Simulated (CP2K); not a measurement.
Consider formylacetonitrile at its PBE geometry (Å).

```xyz
8

N     2.1993   -0.2074   -1.1729
C     1.3164   -0.2813   -0.4187
C     0.1572   -0.3050    0.4601
C    -1.0073    0.4875   -0.1563
O    -1.6779    1.2672    0.4843
H     0.3944    0.0992    1.4529
H    -0.1810   -1.3479    0.5860
H    -1.2011    0.2877   -1.2355
```

Method: CP2K XAS_TDP, all-electron GAPW, PBEh(45%), aug-cc-pVDZ, TDA, GW2X-corrected core level, no relativity.

Question: Where do the N K-edge lines lie, and how strong are they?

Leading lines: N1 401.09 eV. The leading line of an atom is its first one with 35 % of the strongest within 2.5 eV of its lowest line over the strength cut. Core ionisation energies at this level: N1 406.75 eV.

The first six lines of each atom with a strength over 0.0015:

| atom | energy (eV) | states | strength, one atom | above the computed threshold |
| --- | --- | --- | --- | --- |
| N1 (bonded to C) | 401.09 | 1 | 0.0537 |  |
|  | 401.37 | 1 | 0.0539 |  |
|  | 407.16 | 1 | 0.0048 | yes |
|  | 407.35 | 1 | 0.0041 | yes |
|  | 407.53 | 1 | 0.0021 | yes |
|  | 407.71 | 1 | 0.0018 | yes |

Lines are vertical, at one geometry, with no vibrational structure. GW2X ionisation energies and lines can be off by 1 to 2 eV either way, and a good line position may hide errors that cancel. These values hold no scalar relativity, about 0.2 eV for N 1s. Rydberg lines, and the discretised continuum above threshold, depend on the basis and the box.

[Banner, clock and machine lines of the logs are left out without a mark of their own.]

[Logs are printed without paths, hosts, clocks, repeated set-up lines and the standing remarks that a program may print on its own settings, such as how far it seeks lower states.]

[Hosts, paths, dates, database ids (printed as entryN), source tags and the programs' standing remarks are cut or masked in the printed files.]
